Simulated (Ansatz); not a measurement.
# Na on Cu(111): change of the work function, part 4 of 4

How does one ordered layer of Na (fcc site) change the work function of Cu(111), and what dipole does each adsorbate carry?

Ansatz 0.2.0; plane-wave DFT, RPBE, Ansatz PAW (the session's first sound run).

So far, work function, upper face (eV): step 2 (the clean slab, RPBE) 4.67; step 3 (the covered slab, RPBE) 1.88; step 5 (the 0.25 ML cell at another level of theory, cutoff 420 eV, functional revpbe) 1.86; step 6 (the 0.25 ML cell at another level of theory, cutoff 1440 eV, functional PBE, PBE JTH) 1.94; step 7 (the 0.25 ML cell at another level of theory, cutoff 1251.72 eV, functional PBE, PBE norm-conserving) 1.94.

**9. A changed input**

This step: plane-wave DFT, RPBE, Ansatz PAW, but for the change named below (Ansatz 0.2.0).

A run with a changed input: it repeats the earlier run at 0.25 ML with kpoints.mp_grid.grid from [7, 7, 1] to [6, 6, 1], hamiltonian.xc from rpbe to revpbe, scf.mixing.algorithm to msr1 and scf.mixing.beta to 0.5; its output block differs too.

Contents of input.yaml:

```yaml
crystal:
  lattice:
    - [5.1053109602, 1.0e-10, 0.0]
    - [2.5526554801, 4.4213289858, 0.0]
    - [0.0, 0.0, 27.1061454206]
  atoms:
    - { symbol: Cu, position: [0.0, 0.0, 0.3320280276] }
    - { symbol: Cu, position: [0.1666666667, 0.1666666667, 0.4089196121] }
    - { symbol: Cu, position: [0.3333333333, 0.3333333333, 0.4876774621] }
    - { symbol: Cu, position: [0.0, 0.0, 0.5661431982] }
    - { symbol: Cu, position: [0.0, 0.5, 0.3320280276] }
    - { symbol: Cu, position: [0.1666666667, 0.6666666667, 0.4089196121] }
    - { symbol: Cu, position: [0.3333333333, 0.8333333333, 0.4876774621] }
    - { symbol: Cu, position: [0.0, 0.5, 0.5661431982] }
    - { symbol: Cu, position: [0.5, 0.0, 0.3320280276] }
    - { symbol: Cu, position: [0.6666666667, 0.1666666667, 0.4089196121] }
    - { symbol: Cu, position: [0.8333333333, 0.3333333333, 0.4876774621] }
    - { symbol: Cu, position: [0.5, 0.0, 0.5661431982] }
    - { symbol: Cu, position: [0.5, 0.5, 0.3320280276] }
    - { symbol: Cu, position: [0.6666666667, 0.6666666667, 0.4089196121] }
    - { symbol: Cu, position: [0.8333333333, 0.8333333333, 0.4876774621] }
    - { symbol: Cu, position: [0.5, 0.5, 0.5661431982] }
    - { symbol: Na, position: [0.1666666667, 0.1666666667, 0.6679719724] }
kpoints:
  mp_grid: { grid: [6, 6, 1] }
hamiltonian:
  xc: revpbe
scf:
  occupations: { method: fermi_dirac, width: 0.1 }
  convergence: { dr2_threshold: 1.0e-08 }
  mixing: { algorithm: msr1, beta: 0.5 }
efield:
  axis: 3
  dipole_correction: true
  ramp_position: 0.97
  ramp_width: 0.06
relax:
  f_tol: 0.02
  max_steps: 60
  constraints: [{ sites: [0, 1, 4, 5, 8, 9, 12, 13] }]
output:
  bader: true
  dos: { projected: true, e_range: [-8, 4] }
  write_potential: true
  write_density: true
  volumetric_format: npy
```

Launch:

```bash
ansatz run input.yaml --threads 4 --pin off --max-ram 6144MiB --backend cpu --events-out ev --progress --plain --runs-dir out
```

Numbers of over 12 decimals in the logs are rounded to 6 here.

What it wrote:

```text
[...]
Crystal: 17 atoms, lattice volume = 611.847 Å³
Basis set: ecut = 420 eV, 12025 PW (Γ), exchange–correlation on 72×72×384 points (8 copies of the dense FFT grid, shifted against one another)
Bands: 188, of which v1, the nominal top of the filled ones, is band 157 counted from 1 (156 counted from 0)
Symmetry: 6 space group operations
[...]
k-points: 7 of 36 (time reversal used)
[...]
SCF iter   1: F=—  HF=-107547.492253 eV  |F-HF|=—  |Δ(HF+E_count)|=         —  Δρ=4.20e-3  dr2=1.98e-1  ethr=1.77e-3  p=0.321 e·Å  D=9.50e-2 V/Å  ΔV_dip=-2.58 eV  dr2_dipole=8.14e-2  V_vac-E_F(+/−)=2.08/4.66 eV  ⟨swp⟩=6.1  Hψ=5161  notcnv=0  defer=90
[...]
SCF iter  14: F=-107547.501812 eV  HF=-107547.501812 eV  |F-HF|=2.69e-9  |Δ(HF+E_count)|=   7.68e-9  Δρ=1.13e-6  dr2=7.58e-9  ethr=3.19e-12  p=0.311 e·Å  D=9.21e-2 V/Å  ΔV_dip=-2.50 eV  dr2_dipole=1.45e-9  V_vac-E_F(+/−)=2.13/4.63 eV  ⟨swp⟩=15.3  Hψ=10008  notcnv=0
SCF 1 converged in 14 iterations: F = -107547.501812 eV  dr2 = 7.58e-9
[...]
relax step   1: F+E_penalty+E_count = -107547.50181183 eV  Δ(F+E_penalty+E_count) = +0.000e0 eV  max|allowed force component| = 4.059e-1 eV/Å  Δτ_max = 0.0000 Å  (14 SCF iters, accepted)
[...]
SCF iter  12: F=-107547.534788 eV  HF=-107547.534788 eV  |F-HF|=9.12e-9  |Δ(HF+E_count)|=   1.62e-8  Δρ=6.75e-7  dr2=3.53e-9  ethr=3.19e-12  p=0.319 e·Å  D=9.45e-2 V/Å  ΔV_dip=-2.56 eV  dr2_dipole=3.14e-11  V_vac-E_F(+/−)=2.07/4.63 eV  ⟨swp⟩=13.0  Hψ=9100  notcnv=0
SCF 2 converged in 12 iterations: F = -107547.534788 eV  dr2 = 3.53e-9
[...]
relax step   2: F+E_penalty+E_count = -107547.53478847 eV  Δ(F+E_penalty+E_count) = -3.298e-2 eV  max|allowed force component| = 3.327e-1 eV/Å  Δτ_max = 0.0891 Å  (12 SCF iters, accepted)
SCF iter   1: F=—  HF=-107547.581339 eV  |F-HF|=—  |Δ(HF+E_count)|=         —  Δρ=1.53e-3  dr2=2.53e-2  ethr=1.75e-4  p=0.319 e·Å  D=9.45e-2 V/Å  ΔV_dip=-2.56 eV  dr2_dipole=4.27e-3  V_vac-E_F(+/−)=2.08/4.64 eV  ⟨swp⟩=4.9  Hψ=2972  notcnv=0  defer=101
[...]
SCF iter  12: F=-107547.576551 eV  HF=-107547.576551 eV  |F-HF|=5.94e-9  |Δ(HF+E_count)|=   3.37e-8  Δρ=5.61e-7  dr2=2.91e-9  ethr=3.19e-12  p=0.341 e·Å  D=1.01e-1 V/Å  ΔV_dip=-2.74 eV  dr2_dipole=4.15e-10  V_vac-E_F(+/−)=1.91/4.65 eV  ⟨swp⟩=9.7  Hψ=8353  notcnv=0
SCF 3 converged in 12 iterations: F = -107547.576551 eV  dr2 = 2.91e-9
relax step   3: F+E_penalty+E_count = -107547.57655073 eV  Δ(F+E_penalty+E_count) = -4.176e-2 eV  max|allowed force component| = 4.575e-2 eV/Å  Δτ_max = 0.1939 Å  (12 SCF iters, accepted)
SCF iter   1: F=—  HF=-107547.584068 eV  |F-HF|=—  |Δ(HF+E_count)|=         —  Δρ=1.75e-3  dr2=1.31e-2  ethr=1.14e-5  p=0.341 e·Å  D=1.01e-1 V/Å  ΔV_dip=-2.74 eV  dr2_dipole=2.08e-3  V_vac-E_F(+/−)=1.91/4.65 eV  ⟨swp⟩=3.6  Hψ=3445  notcnv=0  defer=108
[...]
SCF iter  12: F=-107547.579505 eV  HF=-107547.579505 eV  |F-HF|=9.98e-9  |Δ(HF+E_count)|=   7.53e-8  Δρ=7.32e-7  dr2=3.99e-9  ethr=3.19e-12  p=0.343 e·Å  D=1.02e-1 V/Å  ΔV_dip=-2.75 eV  dr2_dipole=1.30e-10  V_vac-E_F(+/−)=1.89/4.65 eV  ⟨swp⟩=12.3  Hψ=9802  notcnv=0
SCF 4 converged in 12 iterations: F = -107547.579505 eV  dr2 = 3.99e-9
relax step   4: F+E_penalty+E_count = -107547.57950499 eV  Δ(F+E_penalty+E_count) = -2.954e-3 eV  max|allowed force component| = 1.648e-2 eV/Å  Δτ_max = 0.0503 Å  (12 SCF iters, accepted)
[...]
SCF converged after 12 iterations
Free energy (F): -107547.579505 eV
[...]
Internal energy: -107547.373143 eV  (E = F + TS)
E sigma→0 (E₀):  -107547.476324 eV
Entropy (-TS):   -0.206362 eV (-12.139 meV/atom)
Fermi energy:    3.322074 eV
Dipole field:    D = 0.101573 V/Å  (p = 0.343445 e·Å, saw-weighted, corrected)
Work function:   Φ+ = 1.8952 eV   Φ− = 4.6484 eV
[...]
--- Forces (eV/Å), atoms counted from 1 ---
  atom   1  Cu    -0.00184758    -0.00106670    -0.11103391
  atom   2  Cu     0.00000000     0.00000000     0.14129938
  atom   3  Cu     0.00163877     0.00094614     0.00371565
  atom   4  Cu    -0.00064054    -0.00036982    -0.00521488
  atom   5  Cu    -0.00000000     0.00213340    -0.11103391
  atom   6  Cu     0.01388363    -0.00801572     0.09435261
  atom   7  Cu     0.00000000    -0.00189228     0.00371565
  atom   8  Cu    -0.00000000     0.00073964    -0.00521488
  atom   9  Cu     0.00184758    -0.00106670    -0.11103391
  atom  10  Cu    -0.00000000     0.01603144     0.09435261
  atom  11  Cu    -0.00163877     0.00094614     0.00371565
  atom  12  Cu     0.00064054    -0.00036982    -0.00521488
  atom  13  Cu    -0.00000000     0.00000000    -0.11179815
  atom  14  Cu    -0.01388363    -0.00801572     0.09435261
  atom  15  Cu    -0.00000000    -0.00000000    -0.00741472
  atom  16  Cu    -0.00000000    -0.00000000     0.01604263
  atom  17  Na     0.00000000    -0.00000000     0.01647798
  max |Σ_I F_I| component: 6.55e-5 eV/Å
--- Band table (eV; the first three rows and the last of 7) ---
  k-point 0: bands = [... 153 lower, 3.0293, 3.0333, 3.0333, 3.5932, 3.9944, 4.0135, 4.0135, 4.5663, ... 27 higher]
  k-point 1: bands = [... 153 lower, 2.6162, 3.1040, 3.1093, 3.1132, 3.7426, 3.7628, 3.8756, 3.9187, ... 27 higher]
  k-point 2: bands = [... 153 lower, 2.7237, 2.7783, 3.1656, 3.1686, 3.7068, 3.7149, 3.9295, 4.7411, ... 27 higher]
  k-point 6: bands = [... 153 lower, 1.6646, 2.4647, 2.4847, 2.4919, 4.1854, 4.2606, 4.2892, 5.3634, ... 27 higher]
--- Relaxed structure (4 steps of the walk, 4 accepted, 0 SCFs on fresh bases) ---
  F+E_penalty+E_count = -107547.57950499 eV   max|allowed force component| = 1.648e-2 eV/Å
  atoms:
[...]
- { symbol: Cu, position: [0.166667, 0.166667, 0.408920] }
    - { symbol: Cu, position: [0.333984, 0.333984, 0.486874] }
    - { symbol: Cu, position: [-0.000989598, -0.000989598, 0.564195] }
    - { symbol: Cu, position: [0.0, 0.500000, 0.332028] }
    - { symbol: Cu, position: [0.166667, 0.666667, 0.408920] }
    - { symbol: Cu, position: [0.333984, 0.832032, 0.486874] }
    - { symbol: Cu, position: [-0.000989598, 0.501979, 0.564195] }
    - { symbol: Cu, position: [0.500000, -1.7959490104087922e-17, 0.332028] }
    - { symbol: Cu, position: [0.666667, 0.166667, 0.408920] }
    - { symbol: Cu, position: [0.832032, 0.333984, 0.486874] }
    - { symbol: Cu, position: [0.501979, -0.000989598, 0.564195] }
    - { symbol: Cu, position: [0.500000, 0.500000, 0.332028] }
    - { symbol: Cu, position: [0.666667, 0.666667, 0.408920] }
    - { symbol: Cu, position: [0.833333, 0.833333, 0.486251] }
    - { symbol: Cu, position: [0.500000, 0.500000, 0.567742] }
    - { symbol: Na, position: [0.166667, 0.166667, 0.655675] }
--- Bader charges: 17 sites ---
  site symbol  charge [e]  shift [e]
     0     Cu     -0.0173     0.0001
     1     Cu      0.0205     0.0002
     2     Cu      0.0113     0.0001
     3     Cu     -0.1863     0.0001
     4     Cu     -0.0173     0.0001
     5     Cu      0.0173     0.0001
     6     Cu      0.0113     0.0001
     7     Cu     -0.1864     0.0001
     8     Cu     -0.0173     0.0001
     9     Cu      0.0173     0.0001
    10     Cu      0.0113     0.0001
    11     Cu     -0.1863     0.0001
    12     Cu     -0.0184     0.0001
    13     Cu      0.0172     0.0001
    14     Cu      0.0026     0.0000
    15     Cu     -0.1420     0.0001
    16     Na      0.6623     0.0000
  estimated error of the sums over rays = 3.3e-4 e
```

Elapsed: 2.3 min, on 4 threads of Arm Neoverse V2, shared host; peak memory 2.9 GiB; 9 min of CPU time.

```
                      quantity  this run  earlier run  difference
work function, upper face (eV)     1.895        1.883       0.012
work function, lower face (eV)     4.648        4.652     -0.0036
 dipole along the normal (e·Å)    0.3434       0.3454     -0.0019
```

What moves beyond 0.01 in its unit (for the dipole 0.5 % and 5e-5 e·Å): work function, upper face (+0.0121 eV) and dipole along the normal (-0.00195 e·Å).

The change shows in the results, which are not taken further.

**10. The same run with other settings**

This step: plane-wave DFT, RPBE, Ansatz PAW (Ansatz 0.2.0).

System of this step: Cu(111). The cell holds 4 atoms: 4 Cu. Cell: a = 2.553 Å, b = 2.553 Å, c = 24.253 Å, α = 90.0°, β = 90.0°, γ = 60.0°. Vacuum lies along c.

Another changed input: it repeats the earlier run at 0 ML with kpoints.mp_grid.grid from [13, 13, 1] to [4, 4, 1] and scf.lower_state_search to off.

Contents of input.yaml:

```yaml
crystal:
  lattice:
    - [2.5526554801, 0.0, 0.0]
    - [1.27632774, 2.2106644929, 0.0]
    - [0.0, 0.0, 24.2527034153]
  atoms:
    - { symbol: Cu, position: [0.0, 0.0, 0.3710926508] }
    - { symbol: Cu, position: [0.3333333333, 0.3333333333, 0.4570308836] }
    - { symbol: Cu, position: [0.6666666667, 0.6666666667, 0.5429691164] }
    - { symbol: Cu, position: [0.0, 0.0, 0.6289073492] }
kpoints:
  mp_grid: { grid: [4, 4, 1] }
hamiltonian:
  xc: rpbe
scf:
  occupations: { method: fermi_dirac, width: 0.1 }
  convergence: { dr2_threshold: 1.0e-08 }
  lower_state_search: "off"
efield:
  axis: 3
  dipole_correction: true
  ramp_position: 0.97
  ramp_width: 0.06
relax:
  f_tol: 0.02
  max_steps: 60
  constraints: [{ sites: [0, 1] }]
output:
  write_potential: true
  write_density: true
  volumetric_format: npy
```

What it wrote:

```text
[...]
Crystal: 4 atoms, lattice volume = 136.860 Å³
Basis set: ecut = 420 eV, 2739 PW (Γ), exchange–correlation on 36×36×360 points (8 copies of the dense FFT grid, shifted against one another)
Bands: 46, of which v1, the nominal top of the filled ones, is band 38 counted from 1 (37 counted from 0)
Symmetry: 6 space group operations
k-points: 4 of 16 (time reversal used)
[...]
SCF iter   1: F=—  HF=-26520.337217 eV  |F-HF|=—  |Δ(HF+E_count)|=         —  Δρ=6.71e-3  dr2=2.15e-1  ethr=1.77e-3  p=0.000 e·Å  D=5.28e-14 V/Å  ΔV_dip=-0.00 eV  dr2_dipole=1.57e-7  V_vac-E_F(+/−)=4.41/4.41 eV  ⟨swp⟩=7.5  Hψ=768  notcnv=0  defer=3
[...]
SCF iter  11: F=-26520.321415 eV  HF=-26520.321415 eV  |F-HF|=1.11e-8  |Δ(HF+E_count)|=   5.99e-9  Δρ=4.37e-7  dr2=1.30e-10  ethr=1.32e-11  p=0.000 e·Å  D=2.60e-8 V/Å  ΔV_dip=-0.00 eV  dr2_dipole=2.77e-12  V_vac-E_F(+/−)=4.49/4.49 eV  ⟨swp⟩=8.5  Hψ=1128  notcnv=0
SCF 1 converged in 11 iterations: F = -26520.321415 eV  dr2 = 1.30e-10
[...]
relax step   1: F+E_penalty+E_count = -26520.32141503 eV  Δ(F+E_penalty+E_count) = +0.000e0 eV  max|allowed force component| = 1.733e-1 eV/Å  Δτ_max = 0.0000 Å  (11 SCF iters, accepted)
[...]
SCF iter   8: F=-26520.322897 eV  HF=-26520.322897 eV  |F-HF|=3.69e-9  |Δ(HF+E_count)|=   4.52e-8  Δρ=2.00e-6  dr2=9.05e-9  ethr=1.32e-11  p=0.000 e·Å  D=1.04e-4 V/Å  ΔV_dip=-0.00 eV  dr2_dipole=2.09e-9  V_vac-E_F(+/−)=4.48/4.48 eV  ⟨swp⟩=7.2  Hψ=1317  notcnv=0
SCF 2 converged in 8 iterations: F = -26520.322897 eV  dr2 = 9.05e-9
relax step   2: F+E_penalty+E_count = -26520.32289679 eV  Δ(F+E_penalty+E_count) = -1.482e-3 eV  max|allowed force component| = 1.052e-1 eV/Å  Δτ_max = 0.0078 Å  (8 SCF iters, accepted)
SCF iter   1: F=—  HF=-26520.324104 eV  |F-HF|=—  |Δ(HF+E_count)|=         —  Δρ=9.85e-4  dr2=2.34e-3  ethr=2.88e-5  p=0.000 e·Å  D=1.04e-4 V/Å  ΔV_dip=-0.00 eV  dr2_dipole=6.30e-4  V_vac-E_F(+/−)=4.48/4.48 eV  ⟨swp⟩=3.0  Hψ=385  notcnv=0  defer=5
[...]
SCF iter   9: F=-26520.323805 eV  HF=-26520.323805 eV  |F-HF|=8.22e-9  |Δ(HF+E_count)|=   5.70e-9  Δρ=9.92e-7  dr2=1.29e-9  ethr=1.32e-11  p=0.000 e·Å  D=2.69e-4 V/Å  ΔV_dip=-0.01 eV  dr2_dipole=1.17e-10  V_vac-E_F(+/−)=4.47/4.48 eV  ⟨swp⟩=9.2  Hψ=1219  notcnv=0
SCF 3 converged in 9 iterations: F = -26520.323805 eV  dr2 = 1.29e-9
relax step   3: F+E_penalty+E_count = -26520.32380464 eV  Δ(F+E_penalty+E_count) = -9.078e-4 eV  max|allowed force component| = 3.078e-3 eV/Å  Δτ_max = 0.0128 Å  (9 SCF iters, accepted)
[...]
SCF converged after 9 iterations
Free energy (F): -26520.323805 eV
[...]
Internal energy: -26520.280498 eV  (E = F + TS)
E sigma→0 (E₀):  -26520.302152 eV
Entropy (-TS):   -0.043306 eV (-10.827 meV/atom)
Fermi energy:    3.027296 eV
Dipole field:    D = 0.000286 V/Å  (p = 0.000217 e·Å, saw-weighted, corrected)
Work function:   Φ+ = 4.4708 eV   Φ− = 4.4777 eV
[...]
--- Forces (eV/Å), atoms counted from 1 ---
  atom   1  Cu    -0.00000000     0.00000000    -0.11952261
  atom   2  Cu     0.00000000    -0.00000000     0.11916164
  atom   3  Cu     0.00000000     0.00000000    -0.00273311
  atom   4  Cu     0.00000000     0.00000000     0.00307816
  max |Σ_I F_I| component: 1.59e-5 eV/Å
--- Band table (eV) ---
  k-point 0: bands = [... 34 lower, 0.8035, 1.0176, 1.0176, 1.2412, 1.2412, 1.5613, 2.5548, 6.8706, ... 4 higher]
  k-point 1: bands = [... 34 lower, 0.8499, 0.8992, 1.0352, 1.2711, 1.7581, 3.6406, 5.6553, 8.5186, ... 4 higher]
  k-point 2: bands = [... 34 lower, 1.3876, 1.4483, 2.6074, 3.6006, 4.1456, 4.3790, 7.1663, 7.9120, ... 4 higher]
  k-point 3: bands = [... 34 lower, 1.2613, 1.3888, 2.7637, 3.2830, 4.7152, 6.9769, 9.3435, 9.7748, ... 4 higher]
--- Relaxed structure (3 steps of the walk, 3 accepted, 0 SCFs on fresh bases) ---
  F+E_penalty+E_count = -26520.32380464 eV   max|allowed force component| = 3.078e-3 eV/Å
  atoms:
    - { symbol: Cu, position: [0.0, 0.0, 0.3710926508] }
    - { symbol: Cu, position: [0.333333, 0.333333, 0.4570308836] }
    - { symbol: Cu, position: [0.666667, 0.666667, 0.542447] }
    - { symbol: Cu, position: [8.953964043286547e-19, 0, 0.629756] }
```

Elapsed: 2.5 s, on 4 threads; peak memory 0.48 GiB; 7.4 s of CPU time.

```
                      quantity  this run  earlier run  difference
work function, upper face (eV)     4.471        4.669       -0.20
 dipole along the normal (e·Å)   2.17e-4     -6.40e-4      8.6e-4
```

What moves beyond 0.01 in its unit (for the dipole 0.5 % and 5e-5 e·Å): work function, upper face (-0.198 eV) and dipole along the normal (+0.000857 e·Å).

The change shows in the results, which are not taken further.

**11. Outcome**

```
work function of the clean face                        : 4.67 eV
work function at 0.25 ML                               : 1.88 eV
dipole per adsorbate at 0.25 ML, positive end outwards : 1.67 D
```

In words: Na lowers the work function of Cu(111) at the lowest coverage, by 2.79 eV: the adsorbate layer has its positive end outwards. One coverage alone was completed, so no trend follows. The slab has 4 layers, at the tabulated experimental lattice constant, one starting site was run, and quantum-size effects of a slab this thin can reach one or two tenths of an eV.

[Logs are printed without paths, hosts, clocks, repeated set-up lines and the standing remarks that a program may print on its own settings, such as how far it seeks lower states.]

[Hosts, paths, dates, database ids (printed as entryN), source tags and the programs' standing remarks are cut or masked in the printed files.]

[Maps of the electrostatic potential energy from Ansatz leave out the sawtooth potential of an applied field or a dipole correction, so their vacuum need not be flat; planar profiles and work functions include it.]
